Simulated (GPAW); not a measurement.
## The basis that the transmission of C2 in line between two Au chains needs

Aim: T(E), conductance and thermopower of C2 in line between two Au chains, and what cheaper settings cost in accuracy.

Method: GPAW LCAO, PAW setups; Landauer transmission from Green's functions with principal layers (ASE), zero bias, in GPAW 26.7.0.

Most raw output is cut from this account.

## (1) The starting structure

The cell holds 12 atoms: 10 Au and 2 C. Its edges and angles: a = 9.000 Å, b = 9.000 Å, c = 28.518 Å, α = 90.0°, β = 90.0°, γ = 90.0°. Regions: left lead, 5 atoms (5 Au); channel, 2 atoms (2 C); right lead, 5 atoms (5 Au). Vacuum lies along a and b. The structure is stacked along c, and the current runs across the ab planes.

## (2) Double-zeta polarised basis

The script solves lead and junction separately, takes H and S in the orbital basis, and joins semi-infinite leads through their self-energies; the dzp basis is the working standard.

Contents of run.py:

```python
import json
import numpy as np
from ase import Atoms
from ase.transport.calculators import TransportCalculator
from gpaw import GPAW, FermiDirac
from gpaw.lcao.tools import get_lcao_hamiltonian
from scipy.linalg import eigh

# The junction with lead layers at both ends, along the third cell vector
device = Atoms(
    ['Au', 'Au', 'Au', 'Au', 'Au', 'C', 'C', 'Au', 'Au', 'Au', 'Au', 'Au'],
    positions=[
        [4.50000, 4.50000, 1.30000],
        [4.50000, 4.50000, 3.90000],
        [4.50000, 4.50000, 6.50000],
        [4.50000, 4.50000, 9.10000],
        [4.50000, 4.50000, 11.70000],
        [4.50000, 4.50000, 13.63910],
        [4.50000, 4.50000, 14.87910],
        [4.50000, 4.50000, 16.81820],
        [4.50000, 4.50000, 19.41820],
        [4.50000, 4.50000, 22.01820],
        [4.50000, 4.50000, 24.61820],
        [4.50000, 4.50000, 27.21820]],
    cell=[[9.0, 0.0, 0.0], [0.0, 9.0, 0.0], [0.0, 0.0, 28.5182]],
    pbc=True)

# One principal layer of the lead: the first 3 atoms of the device
lead = Atoms(
    ['Au', 'Au', 'Au'],
    positions=[
        [4.50000, 4.50000, 1.30000],
        [4.50000, 4.50000, 3.90000],
        [4.50000, 4.50000, 6.50000]],
    cell=[[9.0, 0.0, 0.0], [0.0, 9.0, 0.0], [0.0, 0.0, 7.8]],
    pbc=True)

settings = dict(mode='lcao', basis='dzp', xc='PBE', h=0.2,
                occupations=FermiDirac(0.1), maxiter=250,
                mixer=dict(beta=0.1, nmaxold=8, weight=100.0),
                convergence=dict(density=0.0001))
energies = np.arange(-2, 2 + 1e-9, 0.05)
eta = 0.0001
n1, n2 = 1, 1
# k and -k transmit alike, so half of the mesh across the current serves
mesh = [(i, j) for i in range(n1) for j in range(n2) if (i, j) <= (-i % n1, -j % n2)]
weights = np.array([1 if (i, j) == (-i % n1, -j % n2) else 2 for i, j in mesh]) / (n1 * n2)

# [... helper functions left out ...]
fermi_lead = ground_state(lead, (1, 1, 15), 'lead.txt')
fermi_device = ground_state(device, (1, 1, 3), 'device.txt')
# [... loop over the mesh left out, but for ...]
        # Shift the lead onto the potential of the device's first layer
        shift = ((H[:, 0, 0] - H0[:, 0, 0]) / S0[0, 0]).real.mean()
# [...]
kT = 8.617333e-5 * 300
bias = [0.1, 0.2, 0.5, 1.0, 1.5, 2.0]
# [... integrals and printing left out ...]
```

Launch:

```console
OMP_NUM_THREADS=1 OPENBLAS_NUM_THREADS=1 python run.py
```

Run time: 34 s. Hardware: 1 thread of Arm Neoverse V2, shared host; peak memory 0.94 GiB.

Numbers from this step:

```
conductance                                    : 0.2538 G₀
largest coupling past the next principal layer : 2.46e-7 eV
largest misfit of the first principal layer    : 0.1143 eV
shift that aligns the lead                     : -0.01581 eV
basis functions of the junction                : 176
basis functions of a principal layer           : 45
transmission at the Fermi level (one spin)     : 0.2460
```

One spin. Transmission, zone mean against energy, zero at the Fermi level:

energy (eV), transmission, zone mean and a bar:
```
    -2.00       0.46 #######
    -1.85       0.45 #######
    -1.70       0.51 ########
    -1.60       0.59 ##########
    -1.45       0.80 ##############
    -1.30       1.29 #######################
    -1.25       1.66 ##############################
    -1.15       1.23 ######################
    -1.05       1.23 ######################
    -0.90       1.05 ###################
    -0.75       0.72 ############
    -0.60       0.66 ###########
    -0.50       0.75 #############
    -0.35       1.07 ###################
    -0.20       1.38 #########################
    -0.05       0.27 ####
     0.00       0.25 ###
     0.05       0.22 ###
     0.20       0.17 ##
     0.35       0.13 #
     0.50       0.11 #
     0.60       0.10 #
     0.75       0.09 #
     0.90       0.08 
     1.05       0.08 
     1.15       0.07 
     1.30       0.07 
     1.45       0.07 
     1.60       0.07 
     1.70       0.07 
     1.85       0.06 
     2.00       0.06
```

Not self-consistent under bias; the bias window is split evenly. Table of current through one cell, from the zero-bias transmission by bias:

```tsv
bias (V)	current through one cell, from the zero-bias transmission (μA)
0.100	2.00
0.200	4.37
0.500	18.4
1.000	40.6
1.500	56.0
2.000	76.7
```

Transmission of the three most open eigenchannels against energy, zero at the Fermi level:

```tsv
energy (eV)	channel 1	channel 2	channel 3
-2.00	0.168	0.168	0.125
-1.90	0.157	0.157	0.135
-1.80	0.159	0.159	0.148
-1.70	0.172	0.172	0.166
-1.55	0.216	0.216	0.213
-1.45	0.278	0.259	0.259
-1.35	0.439	0.305	0.305
-1.25	0.978	0.342	0.342
-1.15	0.513	0.358	0.358
-1.05	0.539	0.348	0.348
-0.90	0.447	0.303	0.303
-0.80	0.271	0.271	0.261
-0.70	0.250	0.250	0.175
-0.60	0.245	0.245	0.170
-0.50	0.264	0.264	0.222
-0.40	0.315	0.315	0.315
-0.25	0.473	0.473	0.380
-0.15	0.416	0.416	0.336
-0.05	0.275	2.3e-8	2.3e-8
0.00	0.246	3.3e-10	3.3e-10
0.05	0.221	2.4e-11	2.4e-11
0.15	0.181	0	0
0.25	0.153	0	0
0.40	0.124	0	0
0.50	0.112	0	0
0.60	0.102	0	0
0.70	0.0943	0	0
0.80	0.0894	0	0
0.90	0.0832	0	0
1.05	0.0775	0	0
1.15	0.0745	0	0
1.25	0.0721	0	0
1.35	0.0700	0	0
1.45	0.0683	0	0
1.55	0.0669	0	0
1.70	0.0653	0	0
1.80	0.0644	0	0
1.90	0.0638	0	0
2.00	0.0633	0	0
```

Couplings past the next layer reach 2.5e-7 eV, small enough to drop; the matrix elements of the cell's first layer differ from the bulk lead's by up to 0.11 eV. That layer keeps its own values in the calculation, and only beyond it is the lead taken as perfect. The Fermi levels of lead and junction count from different zeros of potential, one for each periodic cell; with both set to zero, the small remaining shift is what aligns them. Without spin-orbit coupling, which is large for these atoms, channel counts and T are those of the scalar-relativistic bands. By hand: G = 0.2538 × 77.48 μS = 19.7 μS, a resistance of 50.9 kΩ; at 0.1 V a linear junction would pass 1.97 μA, and the integral over the bias window gives 2.00 μA.

## (3) GPAW, szp: basis = "szp(dzp)"

The second zeta is dropped, the polarisation orbitals stay.

run.py: that of step 2 with these lines changed.

```diff
@@ -37,3 +37,3 @@
 
-settings = dict(mode='lcao', basis='dzp', xc='PBE', h=0.2,
+settings = dict(mode='lcao', basis='szp(dzp)', xc='PBE', h=0.2,
                 occupations=FermiDirac(0.1), maxiter=250,
```

Run time: 28 s. Hardware: 1 thread; peak memory 0.93 GiB.

Numbers from this step:

```
conductance                                    : 0.2964 G₀
largest coupling past the next principal layer : 2.47e-7 eV
largest misfit of the first principal layer    : 0.1177 eV
shift that aligns the lead                     : -0.01559 eV
basis functions of the junction                : 108
basis functions of a principal layer           : 27
transmission at the Fermi level (one spin)     : 0.2511
```

One spin. Table of transmission, zone mean by energy, zero at the Fermi level:

```tsv
energy (eV)	transmission, zone mean
-2.000	0.360
-1.800	0.389
-1.600	0.520
-1.400	0.868
-1.250	1.63
-1.200	1.45
-1.150	1.75
-1.000	1.58
-0.800	1.03
-0.600	0.943
-0.400	1.38
-0.200	2.07
0.000	0.251
0.200	0.164
0.400	0.121
0.600	0.0991
0.800	0.0858
1.000	0.0774
1.200	0.0718
1.400	0.0679
1.600	0.0654
1.800	0.0637
2.000	0.0628
```

Not self-consistent under bias; the bias window is split evenly. The current through one cell, from the zero-bias transmission by bias:

```tsv
bias (V)	current through one cell, from the zero-bias transmission (μA)
0.100	2.49
0.200	6.29
0.500	28.3
1.000	59.8
1.500	80.6
2.000	106
```

The transmission of the three most open eigenchannels by energy, zero at the Fermi level:

```tsv
energy (eV)	channel 1	channel 2	channel 3
-2.000	0.146	0.107	0.107
-1.800	0.176	0.106	0.106
-1.600	0.234	0.143	0.143
-1.400	0.400	0.234	0.234
-1.200	0.722	0.361	0.361
-1.000	0.737	0.421	0.421
-0.800	0.401	0.401	0.224
-0.600	0.408	0.408	0.128
-0.400	0.558	0.558	0.267
-0.200	0.840	0.840	0.387
0.000	0.251	8.1e-10	8.1e-10
0.200	0.164	0	0
0.400	0.121	0	0
0.600	0.0991	0	0
0.800	0.0858	0	0
1.000	0.0774	0	0
1.200	0.0718	0	0
1.400	0.0679	0	0
1.600	0.0654	0	0
1.800	0.0637	0	0
2.000	0.0628	0	0
```

The conductance, 0.296 G₀, lies 17 % above that of the dzp run.

## (4) Minimal basis

The minimal basis is the cheapest rung: no second zeta and no polarisation.

run.py: that of step 3 with these lines changed.

```diff
@@ -37,3 +37,3 @@
 
-settings = dict(mode='lcao', basis='szp(dzp)', xc='PBE', h=0.2,
+settings = dict(mode='lcao', basis='sz(dzp)', xc='PBE', h=0.2,
                 occupations=FermiDirac(0.1), maxiter=250,
```

Wall time 24 s (1 thread); peak memory 0.9 GiB.

This step gave:

| Property | Result |
| --- | --- |
| conductance | 0.3094 G₀ |
| largest misfit of the first principal layer | 0.1101 eV |
| shift that aligns the lead | -0.01269 eV |
| basis functions of the junction | 68 |
| basis functions of a principal layer | 18 |
| transmission at the Fermi level (one spin) | 0.2545 |

One spin. Table of transmission, zone mean by energy, zero at the Fermi level:

energy (eV), transmission, zone mean and a bar:
```
   -2.000       0.46 #####
   -1.800       0.47 #####
   -1.600       0.59 #######
   -1.400       0.88 ###########
   -1.200       1.86 ########################
   -1.100       2.05 ##########################
   -1.000       2.02 ##########################
   -0.800       1.49 ###################
   -0.600       1.31 #################
   -0.400       1.75 ######################
   -0.250       2.33 ##############################
   -0.200       2.33 ##############################
    0.000       0.25 ###
    0.200       0.15 #
    0.400       0.11 #
    0.600       0.09 
    0.800       0.08 
    1.000       0.07 
    1.200       0.06 
    1.400       0.06 
    1.600       0.06 
    1.800       0.06 
    2.000       0.06
```

The conductance, 0.309 G₀, lies 22 % above that of the dzp run.

## (5) LDA in the dzp basis: xc = "LDA"

Back in the dzp basis, the functional changes from PBE to LDA, to set the spread between functionals beside that between bases.

run.py: that of step 4 with these lines changed.

```diff
@@ -37,3 +37,3 @@
 
-settings = dict(mode='lcao', basis='sz(dzp)', xc='PBE', h=0.2,
+settings = dict(mode='lcao', basis='dzp', xc='LDA', h=0.2,
                 occupations=FermiDirac(0.1), maxiter=250,
```

It took 24 s on 1 thread; peak memory 0.94 GiB.

Numbers from this step:

* conductance: 0.2310 G₀
* largest coupling past the next principal layer: 2.28e-7 eV
* largest misfit of the first principal layer: 0.1194 eV
* shift that aligns the lead: -0.02383 eV
* basis functions of the junction: 176
* basis functions of a principal layer: 45
* transmission at the Fermi level (one spin): 0.2214

The conductance, 0.231 G₀, lies 9.0 % below that of the dzp run.

## (6) Cost and result by level

Times are for 1 thread of Arm Neoverse V2, shared host. Results by setting:

```tsv
no.	run	conductance (G₀)	time	memory (GiB)
1	dzp	0.2538	34 s	0.94
2	szp	0.2964	28 s	0.93
3	sz	0.3094	24 s	0.9
4	dzp LDA	0.2310	24 s	0.94
```

## (7) The levels side by side

The curves are compared point by point over the common energies.

This step: comparison of transmission and cost over codes and levels (GPAW 26.7.0).

Ladder, by row:

```tsv
step	code	T at the Fermi level (sum over the listed spins)	conductance (G0)	r.m.s. T(E) from the first	wall time (s)	peak memory (GiB)	threads
dzp	GPAW	0.246	0.2538	0	34.02	0.94	1
szp	GPAW	0.2511	0.2964	0.2445	28.04	0.93	1
sz	GPAW	0.2545	0.3094	0.4287	23.52	0.9	1
dzp-LDA	GPAW	0.2213	0.231	0.04854	24	0.94	1
```

Transmission, zone mean, sum over the listed spins against energy, zero at the Fermi level:

```tsv
energy (eV)	dzp	szp	sz	dzp-LDA
-2.000	0.461	0.360	0.462	0.444
-1.800	0.466	0.389	0.469	0.448
-1.600	0.590	0.520	0.587	0.564
-1.400	0.901	0.868	0.883	0.855
-1.250	1.66	1.63	1.39	1.69
-1.200	1.09	1.45	1.86	0.815
-1.150	1.23	1.75	2.02	1.24
-1.100	1.20	1.71	2.05	1.24
-1.050	1.23	1.64	2.04	1.27
-1.000	1.23	1.58	2.02	1.26
-0.800	0.803	1.03	1.49	0.800
-0.600	0.660	0.943	1.31	0.672
-0.400	0.945	1.38	1.75	0.974
-0.250	1.33	1.98	2.33	1.42
-0.200	1.38	2.07	2.33	1.52
0.000	0.246	0.251	0.254	0.221
0.200	0.166	0.164	0.152	0.144
0.400	0.124	0.121	0.109	0.108
0.600	0.102	0.0991	0.0880	0.0882
0.800	0.0894	0.0858	0.0759	0.0765
1.000	0.0792	0.0774	0.0682	0.0691
1.200	0.0732	0.0718	0.0632	0.0640
1.400	0.0691	0.0679	0.0597	0.0605
1.600	0.0663	0.0654	0.0575	0.0582
1.800	0.0644	0.0637	0.0561	0.0566
2.000	0.0633	0.0628	0.0554	0.0557
```

## (8) Mixing 0.25, potential alignment off: beta = 0.25, nmaxold = 5, align = false and h = 0.14

Mixing changes the road to self-consistency, not its end. The mixing history changes the road to self-consistency, not its end. Without the shift, lead and junction are matched by their Fermi levels alone. The real-space grid carries density and potential; a coarse one breaks translation symmetry along the lead and scatters electrons that should pass.

This step: GPAW LCAO, PAW setups; Landauer transmission from Green's functions with principal layers (ASE), zero bias (GPAW 26.7.0).

run.py: that of step 5 with these lines changed.

```diff
@@ -37,5 +37,5 @@
 
-settings = dict(mode='lcao', basis='dzp', xc='LDA', h=0.2,
+settings = dict(mode='lcao', basis='dzp', xc='PBE', h=0.14,
                 occupations=FermiDirac(0.1), maxiter=250,
-                mixer=dict(beta=0.1, nmaxold=8, weight=100.0),
+                mixer=dict(beta=0.25, nmaxold=5, weight=100.0),
                 convergence=dict(density=0.0001))
@@ -52,4 +52,4 @@
 # [... loop over the mesh left out, but for ...]
-        # Shift the lead onto the potential of the device's first layer
-        shift = ((H[:, 0, 0] - H0[:, 0, 0]) / S0[0, 0]).real.mean()
+        # Lead and device are aligned by their Fermi levels alone
+        shift = 0.0
 # [...]
```

The job ended after 95 s (1 thread; peak memory 2.3 GiB).

This step gave:

| Quantity | Value |
| --- | --- |
| conductance | 0.2559 G₀ |
| largest coupling past the next principal layer | 2.46e-7 eV |
| largest misfit of the first principal layer | 0.09851 eV |
| shift that aligns the lead | 0 eV |
| transmission at the Fermi level (one spin) | 0.2483 |

One spin. Table of transmission, zone mean by energy, zero at the Fermi level:

```tsv
energy (eV)	transmission, zone mean
-2.000	0.462
-1.800	0.460
-1.600	0.587
-1.400	0.907
-1.250	1.67
-1.200	1.12
-1.050	1.26
-1.000	1.22
-0.800	0.795
-0.600	0.672
-0.400	0.952
-0.200	1.28
0.000	0.248
0.200	0.165
0.400	0.122
0.600	0.0999
0.800	0.0867
1.000	0.0782
1.200	0.0727
1.400	0.0689
1.600	0.0664
1.800	0.0647
2.000	0.0637
```

Not self-consistent under bias; the bias window is split evenly. Current through one cell, from the zero-bias transmission against bias:

```tsv
bias (V)	current through one cell, from the zero-bias transmission (μA)
0.100	2.02
0.200	4.40
0.500	18.0
1.000	39.9
1.500	55.4
2.000	75.7
```

Transmission of the three most open eigenchannels against energy, zero at the Fermi level:

```tsv
energy (eV)	channel 1	channel 2	channel 3
-2.00	0.168	0.168	0.126
-1.85	0.153	0.153	0.142
-1.70	0.169	0.169	0.167
-1.60	0.197	0.197	0.194
-1.45	0.276	0.262	0.262
-1.30	0.629	0.332	0.332
-1.15	0.361	0.361	0.259
-1.05	0.569	0.346	0.346
-0.90	0.436	0.290	0.290
-0.75	0.257	0.257	0.210
-0.60	0.251	0.251	0.169
-0.50	0.273	0.273	0.218
-0.35	0.356	0.356	0.351
-0.20	0.456	0.456	0.367
-0.05	0.278	4.1e-8	4.1e-8
0.00	0.248	4.4e-10	4.4e-10
0.05	0.222	2.9e-11	2.9e-11
0.20	0.165	0	0
0.35	0.131	0	0
0.50	0.110	0	0
0.60	0.0999	0	0
0.75	0.0894	0	0
0.90	0.0820	0	0
1.05	0.0766	0	0
1.15	0.0739	0	0
1.30	0.0706	0	0
1.45	0.0682	0	0
1.60	0.0664	0	0
1.70	0.0655	0	0
1.85	0.0644	0	0
2.00	0.0637	0	0
```

The conductance, 0.256 G₀, lies 0.8 % above that of the dzp run.

## (9) Another change of settings

A last run, with other settings again.

run.py: that of step 8 with these lines changed.

```diff
@@ -37,8 +37,8 @@
 
-settings = dict(mode='lcao', basis='dzp', xc='PBE', h=0.14,
-                occupations=FermiDirac(0.1), maxiter=250,
-                mixer=dict(beta=0.25, nmaxold=5, weight=100.0),
+settings = dict(mode='lcao', basis='dzp', xc='PBE', h=0.2,
+                occupations=FermiDirac(0.1), maxiter=60,
+                mixer=dict(beta=0.1, nmaxold=8, weight=100.0),
                 convergence=dict(density=0.0001))
 energies = np.arange(-2, 2 + 1e-9, 0.05)
-eta = 0.0001
+eta = 0.2
 n1, n2 = 1, 1
@@ -52,4 +52,4 @@
 # [... loop over the mesh left out, but for ...]
-        # Lead and device are aligned by their Fermi levels alone
-        shift = 0.0
+        # Shift the lead onto the potential of the device's first layer
+        shift = ((H[:, 0, 0] - H0[:, 0, 0]) / S0[0, 0]).real.mean()
 # [...]
```

Elapsed: 32 s, on 1 thread; peak memory 0.94 GiB.

The run finished. A setting was moved off its sound value on purpose, so it serves as a test and not as the result.

The fault put into the input: a broadening of tenths of an eV (eta = 0.2).

The two runs compared:

```tsv
quantity	this run	sound run	difference
conductance (G₀)	0.021163	0.25377	-0.233
transmission at the Fermi level (one spin)	0.021262	0.24599	-0.225
```

The two runs differ clearly in the conductance: 0.0212 G₀ against 0.254 G₀.

## (10) What came out

```yaml
conductance: 0.254 G₀
transmission_at_the_fermi_level_mean_of_the_spins: 0.246
```

**Reading.** In the dzp basis the junction conducts 0.254 G₀ at 300 K, with T = 0.246 a spin at the Fermi level; no smaller basis tried comes within 10 % of that conductance. At the Fermi level one eigenchannel carries the current (0.25). Measured against the first run (dzp), the nearest curve is that of dzp-LDA (r.m.s. 0.049) and the farthest that of sz (0.43). Over the compared runs wall time goes from 24 s (sz) to 34 s (dzp), on a shared host. The geometry was built from estimated bond lengths and not relaxed, so the numbers describe this model structure. Spin-orbit coupling is left out, which matters for the heavy atoms here. An evenly spaced straight chain is an idealisation: free chains tend to dimerise, zigzag or, where a band edge lies near the Fermi level, turn magnetic. The currents use the zero-bias T(E) throughout, which holds only while the bias is small against the distance to the nearest feature. Within about eight thermal energies of the Fermi level ln T(E) bends sharply from one computed energy to the next, or the lead's channel count changes, so the thermal averages, above all the thermopower, rest on an interpolation that may be rough.

[Logs are printed without paths, hosts, clocks, repeated set-up lines and the standing remarks that a program may print on its own settings, such as how far it seeks lower states.]

[Hosts, paths, dates, database ids (printed as entryN), source tags and the programs' standing remarks are cut or masked in the printed files.]
